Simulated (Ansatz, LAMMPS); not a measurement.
# Gap against volume in amorphous 42Ga2O3-58Al2O3 (mol %) (95 atoms)

Density of this cell: 4.22 g/cm³. The cell holds 95 atoms: 16 Ga, 22 Al and 57 O. Cell: a = 10.202 Å, b = 10.163 Å, c = 9.957 Å, α = 88.1°, β = 88.9°, γ = 90.9°. The starting structure: 95 atoms (16 Fe, 22 Al, 57 O) placed at random at 3.62 g/cm³, melted at 5000 K for 10 ps at fixed volume with the Morse and Coulomb pair potential with partial charges (Pedone, Malavasi, Menziani, Cormack and Segre, J. Phys. Chem. B 110, 11780 (2006)). Quenched from 5000 K to 300 K at 100 K/ps and fixed volume, held 10 ps at zero pressure, then minimised at fixed cell. Then Fe was replaced by Ga and the cell scaled by 1.006 (the potential has no terms for the new elements, so the cell is a start for a DFT relaxation).

Calculated with Ansatz 0.2.0: Kohn-Sham DFT, PBE, PAW (set soft_2), plane waves; cutoff 420 eV, Γ point, fixed occupations. The relaxed cell was scaled evenly and the atoms were relaxed at each volume. The gap is that between the highest filled and the lowest empty Kohn-Sham level on the run's k-points.

| volume (Å³/atom) | gap (eV) |
| --- | --- |
| 9.7716 | 3.197 |
| 10.206 | ? |
| 10.532 | 2.654 |
| 10.857 | 2.456 |
| 11.183 | 2.208 |
| 11.509 | 2.292 |

Task: Fit a straight line in ln V to the rows given and interpolate to the withheld row.

**Working.**

A volume deformation potential makes the spacing linear in u = ln(V/V0), with V0 = 10.857 Å³ the relaxed volume; v is the spacing.

| u = ln(V/V0) | v (eV) |
| --- | --- |
| -0.105361 | 3.1975 |
| -0.0304594 | 2.6543 |
| 0 | 2.4557 |
| 0.0295595 | 2.2076 |
| 0.0582688 | 2.2915 |

With n = 5: mean u = -0.00959843, mean v = 2.56132, Σ(u − ū)² = 0.015837, Σ(u − ū)(v − v̄) = -0.096039. Slope b = -0.096039 / 0.015837 = -6.0642; intercept a = v̄ − b ū = 2.5031.

At the withheld volume u = -0.06188, and v = a + b u.

Prediction at 10.206: 2.878 eV. The run gave 2.872 eV, so the fit is high by 0.0063 eV (0.22 % of the value).

The slope, -6.06 eV, says that the spacing narrows on expansion. Among the rows given, the largest miss of the fit is at 11.509, by 0.14 eV (14 % of the range of the table).

Limits: The table spans 16 % in volume, wide for a linear law. Semilocal functionals tend to put gaps under measured ones. Only the Γ point is sampled. Atoms move by up to 1.1 Å in these relaxations, so the structure changes along the series. Defect or tail levels can set the spacing of a disordered cell.

[Hosts, paths, dates, database ids (printed as entryN), source tags and the programs' standing remarks are cut or masked in the printed files.]
